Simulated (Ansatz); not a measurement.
## LaYO2F2 (built on the sites of a database entry of LaOF): following an unstable mode

Aim: this structure of LaYO2F2 (built on the sites of a database entry of LaOF) is to be tested for unstable modes, and one is followed downhill.

Main program and level: Ansatz 0.2.0; DFT PBE+D3(BJ), scalar-relativistic, plane waves, PAW.

The structure was built from a prototype and need not be the compound's stable phase.

## Step 1: Starting point

The structure is tetragonal, space group P4mm (No. 99). The conventional cell has a = 3.949 Å, b = 3.949 Å, c = 5.669 Å, α = 90.00°, β = 90.00°, γ = 90.00°. Y has 4 O at 2.27 Å and 4 F at 2.53 Å nearest. La has 4 O at 2.36 Å and 4 F at 2.59 Å nearest. Nearest to O lie 2 Y at 2.27 Å and 2 La at 2.36 Å. F has 2 Y at 2.53 Å and 2 La at 2.59 Å nearest. Farther neighbours and most contacts between anions are not listed.

## Step 2: The dispersion

The cell comes from relaxations at this level that are not shown. Stability and thermal properties need the whole zone. Linear response on a 2×2×2 q mesh gives force constants as far as a supercell of that size would, and the tensors from the zone-centre run are typed in so that the long-range dipole term is interpolated apart.

input.yaml

```yaml
crystal:
  lattice:
    - [3.9491705737, 0.0, 0.0]
    - [0.0, 3.9491705737, 0.0]
    - [0.0, 0.0, 5.6693653701]
  atoms:
    - { symbol: "Y", position: [0.0, 0.5, 0.7105914178] }
    - { symbol: La, position: [0.5, 0.0, 0.2849359094] }
    - { symbol: O, position: [0.0, 0.0, 0.5133053335] }
    - { symbol: O, position: [0.5, 0.5, 0.5133053335] }
    - { symbol: F, position: [0.0, 0.0, -0.0110689972] }
    - { symbol: F, position: [0.5, 0.5, -0.0110689972] }
kpoints:
  mp_grid: { grid: [6, 6, 4] }
hamiltonian:
  xc: pbe
  dispersion: d3bj
scf:
  occupations: { method: fixed }
output:
  eigenvalues: true
phonons:
  method: dfpt
  qmesh: [2, 2, 2]
  temperatures: { t_max: 1000, t_step: 50 }
  qpath:
    path:
      - [[0.0, 0.0, 0.0], [0.0, 0.5, 0.0], [0.5, 0.5, 0.0], [0.0, 0.0, 0.0], [0.0, 0.0, 0.5], [0.0, 0.5, 0.5], [0.5, 0.5, 0.5], [0.0, 0.0, 0.5]]
      - [[0.0, 0.5, 0.0], [0.0, 0.5, 0.5]]
      - [[0.5, 0.5, 0.0], [0.5, 0.5, 0.5]]
    npoints: 10
  non_analytic_term:
    high_frequency_dielectric_tensor: [[3.6609, 0.0, 0.0], [0.0, 3.6609, 0.0], [0.0, 0.0, 3.2037]]
    born_effective_charges:
      - { species: "Y", tensor: [[3.9775, 0.0, 0.0], [0.0, 3.9775, 0.0], [0.0, 0.0, 3.3499]] }
      - { species: La, tensor: [[4.0833, 0.0, 0.0], [0.0, 4.0833, 0.0], [0.0, 0.0, 3.5638]] }
      - { species: O, tensor: [[-2.8279, 0.0, 0.0], [0.0, -2.6863, 0.0], [0.0, 0.0, -1.7237]] }
      - { species: O, tensor: [[-2.6863, 0.0, 0.0], [0.0, -2.8279, 0.0], [0.0, 0.0, -1.7237]] }
      - { species: F, tensor: [[-1.3125, 0.0, 0.0], [0.0, -1.2342, 0.0], [0.0, 0.0, -1.7331]] }
      - { species: F, tensor: [[-1.2342, 0.0, 0.0], [0.0, -1.3125, 0.0], [0.0, 0.0, -1.7331]] }
    source: "zone-centre run at this cell"
```

Command:

```console
> ansatz run input.yaml --threads 8 --pin off --max-ram 14336MiB --backend cpu --events-out ev --progress --plain --runs-dir out
```

Numbers of over 12 decimals in the logs are rounded to 6 here.

The log of the run:

```text
Warning: phonons: the dynamical matrix that this run interpolates holds no multipole term above the dipole-dipole one, and a site of this crystal is no centre of inversion, so its interpolated transverse optical and acoustic branches and sound speeds can stay off near Gamma, and the density of states and the thermodynamics with them. What a run solves at a wave vector of phonons.qpoints, Gamma apart, where the deck admits one, is free of this, and under fd what a larger phonons.supercell samples
Engine: ansatz 0.2.0, aarch64-unknown-linux-gnu
Pseudopotentials: kind: paw
Pseudopotential: Y, paw, valence charge 11, recommended cutoff 420 eV (normal), Y.paw.azcp
Pseudopotential: La, paw, valence charge 11, recommended cutoff 420 eV (normal), La.paw.azcp
Pseudopotential: O, paw, valence charge 6, recommended cutoff 420 eV (normal), O.paw.azcp
Pseudopotential: F, paw, valence charge 7, recommended cutoff 420 eV (normal), F.paw.azcp
Functional definition: PBE
  parameter kappa = 0.804
  parameter beta = 0.066725
  exchange = pbe_x(kappa = kappa, mu = beta*pi^2/3)
  correlation = pbe_c(beta = beta)
Crystal: 6 atoms, lattice volume = 88.419 Å³
Basis set: ecut = 420 eV, 1739 PW (Γ), exchange–correlation on 60×60×80 points (8 copies of the dense FFT grid, shifted against one another)
Bands: 30, of which v1, the nominal top of the filled ones, is band 24 counted from 1 (23 counted from 0)
Symmetry: 8 space group operations
k-points: 30 of 144 (time reversal used)
Non-local potential: Y, projectors of the file, l = 0: 3, l = 1: 2, l = 2: 2, l = 3: 1
Non-local potential: La, projectors of the file, l = 0: 3, l = 1: 2, l = 2: 2, l = 3: 3
Non-local potential: O, projectors of the file, l = 0: 2, l = 1: 2, l = 2: 1
Non-local potential: F, projectors of the file, l = 0: 2, l = 1: 2, l = 2: 1
PAW form: soft (Blöchl's): semilocal exchange-correlation on the pseudo side does not see the compensation charge
PAW one-centre angular grid: Y, 590 points (default); XC on 64 Gauss nodes
PAW one-centre angular grid: La, 590 points (default); XC on 64 Gauss nodes
PAW one-centre angular grid: O, 110 points (default); XC on 64 Gauss nodes
PAW one-centre angular grid: F, 110 points (default); XC on 64 Gauss nodes
Initial density: superposition of atomic densities (neutral atoms: chi_scale 0, normalization atom), corrected by the library's trained network
Initial wavefunctions: pseudopotential atomic-orbital guess
Functional: x = pbe(κ = 0.804, μ = 0.219515), c = pbe(β = 0.066725)
SCF iter   1: F=—  HF=-12864.026579 eV  |F-HF|=—  |Δ(HF+E_count)|=         —  Δρ=1.61e-3  dr2=1.05e-3  ethr=1.77e-3  ⟨swp⟩=3.9  Hψ=3014  notcnv=0  defer=56
preconditioner: auto → Resta (q_TF=auto, 2.464 Å⁻¹)  ε∞=4.2  [insulator: Δε(μ)=4.448 eV  Ē_g=14.732 eV  n_scr=20 (ndim 8)  ℏωp=26.2 eV  f_vac=0.071  ε∞_Penn≈4.2]
SCF iter   2: F=—  HF=-12864.027821 eV  |F-HF|=—  |Δ(HF+E_count)|=   1.24e-3  Δρ=8.81e-4  dr2=3.02e-4  ethr=2.19e-6  ⟨swp⟩=3.0  Hψ=2197  notcnv=0  defer=120
SCF iter   3: F=—  HF=-12864.028347 eV  |F-HF|=—  |Δ(HF+E_count)|=   5.26e-4  Δρ=4.28e-4  dr2=1.27e-4  ethr=6.30e-7  ⟨swp⟩=2.0  Hψ=1519  notcnv=0  defer=120
SCF iter   4: F=—  HF=-12864.028348 eV  |F-HF|=—  |Δ(HF+E_count)|=   9.65e-7  Δρ=7.39e-5  dr2=4.84e-6  ethr=2.65e-7  ⟨swp⟩=2.0  Hψ=1397  notcnv=0  defer=65
SCF iter   5: F=—  HF=-12864.028352 eV  |F-HF|=—  |Δ(HF+E_count)|=   3.70e-6  Δρ=3.66e-5  dr2=9.05e-7  ethr=1.01e-8  ⟨swp⟩=2.1  Hψ=1458  notcnv=0  defer=43
SCF iter   6: F=—  HF=-12864.028349 eV  |F-HF|=—  |Δ(HF+E_count)|=   2.50e-6  Δρ=1.29e-5  dr2=1.41e-7  ethr=1.88e-9  ⟨swp⟩=2.0  Hψ=1497  notcnv=0  defer=43
SCF iter   7: F=—  HF=-12864.028349 eV  |F-HF|=—  |Δ(HF+E_count)|=   8.78e-8  Δρ=5.42e-6  dr2=2.84e-8  ethr=2.94e-10  ⟨swp⟩=2.0  Hψ=1499  notcnv=0  defer=43
SCF iter   8: F=—  HF=-12864.028349 eV  |F-HF|=—  |Δ(HF+E_count)|=   4.75e-8  Δρ=1.18e-6  dr2=2.05e-9  ethr=5.93e-11  ⟨swp⟩=2.2  Hψ=1396  notcnv=0  defer=43
SCF iter   9: F=—  HF=-12864.028349 eV  |F-HF|=—  |Δ(HF+E_count)|=   6.52e-9  Δρ=2.48e-7  dr2=6.86e-11  ethr=4.26e-12  ⟨swp⟩=2.0  Hψ=1448  notcnv=0  defer=43
SCF iter  10: F=-12864.028349 eV  HF=-12864.028349 eV  |F-HF|=7.28e-12  |Δ(HF+E_count)|=  3.04e-10  Δρ=4.14e-8  dr2=1.71e-12  ethr=1.00e-12  ⟨swp⟩=12.5  Hψ=5596  notcnv=0
SCF 1 converged in 10 iterations: F = -12864.028349 eV  dr2 = 1.71e-12
  greatest PAW one-centre occupation: 0.993 electrons in one spin orbital (limit 2), on the Y atom at site 0 (counted from 0), in its partial waves of l = 0
NSCF: frozen V_eff on 30 k-points
NSCF: frozen V_eff on 48 k-points
DFPT response loops at q = (0, 0, 0) (fractional): preconditioner auto → none (the input reference at scf.mixing.eps_inf says where Resta's filter doesn't serve); β = 0.50; Broyden in place of MSR1
NSCF: frozen V_eff on 96 k-points
DFPT response loops at q = (0, 0, -0.5) (fractional): preconditioner auto → Resta (q_TF=auto, 2.464 Å⁻¹)  ε∞=3.7 (no band partly filled); β = 1.00, the filter's whole step (`scf.mixing.beta` (0.50) is not read by the response loops at its default; to damp them type it under 1.00, their step now; it binds the ground state too); Broyden in place of MSR1
NSCF: frozen V_eff on 96 k-points
DFPT response loops at q = (0, -0.5, 0) (fractional): mixed as the last ones told, above
NSCF: frozen V_eff on 96 k-points
DFPT response loops at q = (0, -0.5, -0.5) (fractional): mixed as the last ones told, above
NSCF: frozen V_eff on 96 k-points
DFPT response loops at q = (-0.5, -0.5, 0) (fractional): preconditioner auto → none (the input reference at scf.mixing.eps_inf says where Resta's filter doesn't serve); β = 0.50; Broyden in place of MSR1
NSCF: frozen V_eff on 96 k-points
DFPT response loops at q = (-0.5, -0.5, -0.5) (fractional): mixed as the last ones told, above
SCF converged after 10 iterations
Free energy (F): -12864.028349 eV
Harris-Foulkes:  -12864.028349 eV  (|F-HF|=7.28e-12)
Internal energy: -12864.028349 eV  (E = F + TS)
E sigma→0 (E₀):  -12864.028349 eV
Fermi energy:    8.173165 eV
--- Per-component energies (eV) ---
  E_band       = -154.513098
  E_kinetic    = 1265.895203
  E_local      = -2652.376289  (includes V_loc(G=0)·N_el)
  E_nonlocal   = 388.489479
  E_hartree    = 955.055981
  E_xc         = -624.440514
  E_vxc        = -745.431684  (∫ρ·V_xc dr)
  E_paw        = -8959.648792  (= ΣΔE_a)
  E_vpaw       = -321.210758  (= ΣTr[D̂ρ^β])
  E_aug_tail   = 0.009005  (compensation charges beyond the density's cutoff)
  E_ewald      = -3235.836695
  E_disp       = -1.175727  (pairwise vdW)
  E_smearing   = -0.000000  (= −TS)
  E_closure    = 0.000000  (closes the sum)
  Σ components = -12864.028349   (vs F -12864.028349, Δ=0.00e0)
--- Band table (eV; the first three rows and the last of 30) ---
  k-point 0: bands = [... 20 lower, 6.7329, 7.0718, 7.8798, 7.8798, 12.7986, 13.5582, 13.7526, 13.7942, ... 2 higher]
  k-point 1: bands = [... 20 lower, 6.3544, 6.7037, 7.9427, 7.9427, 13.0442, 13.5090, 13.7883, 13.7883, ... 2 higher]
  k-point 2: bands = [... 20 lower, 6.3257, 6.3257, 8.0021, 8.0021, 13.2789, 13.4725, 13.7827, 13.7827, ... 2 higher]
  k-point 29: bands = [... 20 lower, 7.6476, 7.7187, 7.7187, 7.7897, 12.9802, 13.2482, 13.6733, 13.6733, ... 2 higher]
--- Phonons (Γ-DFPT): 10 representative perturbations + reference (Σ response iterations 33) ---
  ASR residual: 1.017e-4 → 0.000e0 eV/Å²; symmetrization residual: 5.561e-6 eV/Å²
  pairwise dispersion correction: d3bj (s6 = 1.0, s8 = 0.7875, a1 = 0.4289, a2_bohr = 4.4407), with the weights of each atom's references fixed at the reference crystal's, and the forces and stress that the weights' published response gives there kept as a pressure on the atom's counted neighbours (hamiltonian.dispersion)
  ASR residual per site (eV/Å²): 4.44e-6 2.86e-6 1.02e-4 1.02e-4 6.48e-5 6.48e-5
  Γ frequencies (cm⁻¹): 0.00 0.00 0.00 111.57 111.57 143.37 143.37 152.68 234.29 252.80 281.73 281.73 308.91 308.91 381.49 473.17 473.17 510.21
--- Phonons (arbitrary-q DFPT): 6 irreducible q on the 2×2×2 mesh ---
  q = [0.0000, 0.0000, 0.0000] (star 1, of the zone-centre solve; hermiticity 6.21e-7, symmetrization 2.29e-13): -0.00 -0.00 0.00 111.57 111.57 143.37 143.37 152.68 234.29 252.80 281.73 281.73 308.91 308.91 381.49 473.17 473.17 510.21
  q = [0.0000, 0.0000, -0.5000] (star 1, 10 solved perturbations in 444 linear systems a pass and spin channel, the states on 48 of 144 k-point pairs; hermiticity 4.06e-7, symmetrization 1.31e-13): 39.79 39.79 107.62 107.62 137.58 137.58 143.24 203.53 240.24 270.27 270.27 318.56 318.56 349.17 399.35 473.56 473.56 561.87
  q = [0.0000, -0.5000, 0.0000] (star 2, 18 solved perturbations on 48 of 144 k-point pairs; hermiticity 4.35e-7, symmetrization 4.36e-14): 102.49 104.13 117.44 125.44 186.81 190.29 204.08 207.83 212.81 234.56 246.41 263.72 391.86 401.22 409.62 409.73 509.01 525.95
  q = [0.0000, -0.5000, -0.5000] (star 2, 18 solved perturbations on 48 of 144 k-point pairs; hermiticity 5.03e-7, symmetrization 1.10e-13): 95.56 101.50 113.03 118.61 179.15 183.53 206.67 228.49 243.48 261.83 269.55 282.66 392.70 394.40 398.41 411.19 498.44 509.69
  q = [-0.5000, -0.5000, 0.0000] (star 1, 10 solved perturbations in 444 linear systems a pass and spin channel, the states on 48 of 144 k-point pairs; hermiticity 4.86e-7, symmetrization 1.39e-13): -95.76 121.26 121.26 132.61 146.54 165.92 211.34 211.34 253.84 253.84 254.08 281.27 291.96 310.71 373.35 373.35 562.74 573.37
  q = [-0.5000, -0.5000, -0.5000] (star 1, 10 solved perturbations in 444 linear systems a pass and spin channel, the states on 48 of 144 k-point pairs; hermiticity 5.23e-7, symmetrization 1.75e-13): -87.30 136.17 156.52 164.03 164.03 165.79 216.93 216.93 251.65 253.84 253.84 287.63 289.56 319.32 356.13 356.13 560.08 569.55
  sum rule: each row above includes the acoustic sum rule's correction from the zone centre's row sums; it moved no ω² by more than (1.31 cm⁻¹)²
  mesh force constants: q→R imaginary residual 0.00e0; ASR residual 1.017e-4 → 0.000e0 eV/Å²; symmetrization residual 1.243e-14 eV/Å²
  interpolated dispersion: 94 rows × 18 modes
  density of states and harmonic sums: on the 16×16×12 q-mesh, interpolated from the force constants of a 2×2×2 supercell (with the dipole–dipole term of supplied tensors)
  largest difference from the sums on the solved wave vectors: F 9.61e-2 eV, S 1.39e-4 and C_V 4.24e-5 eV/K
  zero-point energy: 0.295083 eV/cell   skipped modes (ω ≤ 0): 54, of them read as no rigid motion or as one in doubt: 51 (1.276e-1 modes/cell left out, lowest -95.76 cm⁻¹)   left out of the sums: 7.14e-3 of the cell's modes: C_V's classical limit lies that fraction below 3 k_B per atom; for a crystal, a wire or a layer, F and S can be off by more, and a phonons.interpolated_qmesh denser along its periods is the remedy for the sampling
```

Wall time 2.2 min (8 threads of Arm Neoverse V2, shared host); peak memory 0.86 GiB; 16 min of CPU time.

Numbers from this step:

```yaml
gap_on_the_k_mesh: 4.465 eV
volume_per_atom: 14.74 Å³
sum_rule_residual_before_enforcement: 1.02e-4 eV/Å²
lowest_frequency_on_the_path: -95.76 cm⁻¹
point_group: 4mm
highest_frequency_on_the_path_or_at_a_solved_wavevector: 573.4 cm⁻¹
highest_optical_mode_at_the_zone_centre_no_lo_to_term: 510.2 cm⁻¹
lowest_optical_zone_centre_mode: 111.6 cm⁻¹
lowest_mode_on_the_q_mesh_acoustic_modes_at_gamma_apart: -95.76 cm⁻¹
```

Frequencies (cm⁻¹) solved at each irreducible wavevector; negative means imaginary. Frequencies by wavevector, by row:

| q in reciprocal lattice units | star | mode 1 | mode 2 | mode 3 | mode 4 | mode 16 | mode 17 | mode 18 |
| --- | --- | --- | --- | --- | --- | --- | --- | --- |
| 0 0 0 | 1 | 0 | 0 | 0 | 111.6 | 473.2 | 473.2 | 510.2 |
| 0 0 -0.5 | 1 | 39.8 | 39.8 | 107.6 | 107.6 | 473.6 | 473.6 | 561.9 |
| 0 -0.5 0 | 2 | 102.5 | 104.1 | 117.4 | 125.4 | 409.7 | 509 | 526 |
| 0 -0.5 -0.5 | 2 | 95.6 | 101.5 | 113 | 118.6 | 411.2 | 498.4 | 509.7 |
| -0.5 -0.5 0 | 1 | -95.8 | 121.3 | 121.3 | 132.6 | 373.4 | 562.7 | 573.4 |
| -0.5 -0.5 -0.5 | 1 | -87.3 | 136.2 | 156.5 | 164 | 356.1 | 560.1 | 569.5 |

Interpolated from a 2×2×2 q mesh, rough between the solved points, with the LO-TO term (at Γ the limit along the path; where Γ stands inside the path, tables give the limit on arrival). Phonon branches along the path, in cm⁻¹:

| point | branch 1 | branch 2 | branch 3 | branch 4 | branch 15 | branch 16 | branch 17 | branch 18 |
| --- | --- | --- | --- | --- | --- | --- | --- | --- |
| Γ | 0 | 0 | 0 | 112 | 471 | 473 | 510 | 552 |
| halfway | 42 | 74 | 115 | 122 | 454 | 454 | 501 | 544 |
| X | 102 | 104 | 117 | 125 | 410 | 410 | 509 | 526 |
| halfway | 69 | 99 | 112 | 136 | 399 | 399 | 544 | 558 |
| M | -96 | 121 | 121 | 133 | 373 | 373 | 563 | 573 |
| halfway | 61 | 78 | 90 | 142 | 395 | 440 | 524 | 562 |
| Γ | 0 | 0 | 0 | 112 | 471 | 473 | 510 | 552 |
| halfway | 27 | 27 | 88 | 110 | 398 | 473 | 473 | 562 |
| Z | 40 | 40 | 108 | 108 | 399 | 474 | 474 | 562 |
| halfway | 77 | 96 | 108 | 122 | 455 | 455 | 481 | 512 |
| R | 96 | 102 | 113 | 119 | 398 | 411 | 498 | 510 |
| halfway | 74 | 110 | 128 | 148 | 384 | 387 | 538 | 549 |
| A | -87 | 136 | 156 | 164 | 356 | 356 | 560 | 570 |
| halfway | 79 | 91 | 127 | 131 | 394 | 442 | 519 | 530 |
| Z | 40 | 40 | 108 | 108 | 399 | 474 | 474 | 562 |
| jump to X | 102 | 104 | 117 | 125 | 410 | 410 | 509 | 526 |
| halfway | 103 | 105 | 118 | 121 | 405 | 410 | 504 | 518 |
| R | 96 | 102 | 113 | 119 | 398 | 411 | 498 | 510 |
| jump to M | -96 | 121 | 121 | 133 | 373 | 373 | 563 | 573 |
| halfway | -92 | 134 | 141 | 141 | 366 | 366 | 561 | 572 |
| A | -87 | 136 | 156 | 164 | 356 | 356 | 560 | 570 |

Symmetry leaves 6 wavevectors to solve. The lowest mode among them, the acoustic zeros apart, lies at q = (-0.5, -0.5, 0) and is imaginary, 95.8i cm⁻¹, so the energy falls along it.

## Step 3: The mode frozen in, largest atomic shift 0 Å

The mode followed lies at q = (-0.5, -0.5, -0.5) with frequency 87.3i cm⁻¹, one of the unstable modes though not the softest. At small amplitude the distorted cell has space group no. 108 by a symmetry search on the positions. The undistorted cell that holds it gives the zero of energy on the same k mesh.

System of this step: LaYO2F2 (built on the sites of a database entry of LaOF). It takes space group P4mm (No. 99, tetragonal). Conventional cell: a = 3.949 Å, b = 3.949 Å, c = 5.669 Å, α = 90.00°, β = 90.00°, γ = 90.00°. Nearest to Y lie 4 O at 2.27 Å and 4 F at 2.53 Å. Nearest to La lie 4 O at 2.36 Å and 4 F at 2.59 Å. Nearest to O lie 2 Y at 2.27 Å and 2 La at 2.36 Å. Nearest to F lie 2 Y at 2.53 Å and 2 La at 2.59 Å. Farther neighbours and most contacts between anions are not listed.

input.yaml

```yaml
crystal:
  lattice:
    - [-3.9491705737, -3.9491705737, 0.0]
    - [-3.9491705737, 3.9491705737, 0.0]
    - [-3.9491705737, 0.0, -5.6693653701]
  atoms:
    - { symbol: "Y", position: [0.1052957089, 0.6052957089, 0.2894085822] }
    - { symbol: "Y", position: [0.6052957089, 0.1052957089, 0.2894085822] }
    - { symbol: La, position: [0.3924679547, 0.3924679547, 0.7150640906] }
    - { symbol: La, position: [0.8924679547, 0.8924679547, 0.7150640906] }
    - { symbol: O, position: [0.7566526667, 0.7566526667, 0.4866946665] }
    - { symbol: O, position: [0.2566526667, 0.2566526667, 0.4866946665] }
    - { symbol: O, position: [0.2566526667, 0.7566526667, 0.4866946665] }
    - { symbol: O, position: [0.7566526667, 0.2566526667, 0.4866946665] }
    - { symbol: F, position: [0.4944655014, 0.4944655014, 0.0110689972] }
    - { symbol: F, position: [0.9944655014, 0.9944655014, 0.0110689972] }
    - { symbol: F, position: [0.4944655014, 0.9944655014, 0.0110689972] }
    - { symbol: F, position: [0.9944655014, 0.4944655014, 0.0110689972] }
kpoints:
  mp_grid: { grid: [4, 4, 4] }
hamiltonian:
  xc: pbe
  dispersion: d3bj
scf:
  occupations: { method: gaussian, width: 0.02 }
output:
  forces: true
  stress: true
  eigenvalues: true
```

The log of the run:

```text
[...]
Crystal: 12 atoms, lattice volume = 176.838 Å³
Basis set: ecut = 420 eV, 3459 PW (Γ), exchange–correlation on 80×80×96 points (8 copies of the dense FFT grid, shifted against one another)
Bands: 60, of which v1, the nominal top of the filled ones, is band 48 counted from 1 (47 counted from 0)
Symmetry: 16 space group operations
[...]
k-point 0: bands = [... 44 lower, 7.7187, 7.7896, 7.8797, 7.8797, 12.7984, 12.9800, 13.2481, 13.5581, ... 3 higher]
  k-point 1: bands = [... 44 lower, 7.7119, 7.7958, 7.9426, 7.9426, 12.7930, 13.0440, 13.3537, 13.5090, ... 3 higher]
  k-point 2: bands = [... 44 lower, 7.7052, 7.8021, 8.0020, 8.0020, 12.6377, 13.2788, 13.4724, 13.5133, ... 3 higher]
  k-point 12: bands = [... 44 lower, 7.3444, 7.3444, 7.8356, 7.8356, 13.1223, 13.1223, 13.6925, 13.6925, ... 3 higher]
[key lines of the parts left out:]
SCF converged after 7 iterations
Free energy (F): -25728.056372 eV
Fermi energy:    10.419314 eV
P = ⅓ Tr σ = -0.0001 GPa (-0.001 kbar)
```

Wall time 1.4 s (8 threads); peak memory 0.74 GiB; 9.7 s of CPU time.

Numbers from this step:

```
pressure                         : -5.47e-5 GPa
gap on the k-mesh                : 4.437 eV
energy from the undistorted cell : 0 meV/atom
```

At this level the gap is 4.44 eV on the k-mesh of the self-consistent run, which can miss the band edges.

(Continued in part 2 of 2.)

[Logs are printed without paths, hosts, clocks, repeated set-up lines and the standing remarks that a program may print on its own settings, such as how far it seeks lower states.]

[Hosts, paths, dates, database ids (printed as entryN), source tags and the programs' standing remarks are cut or masked in the printed files.]
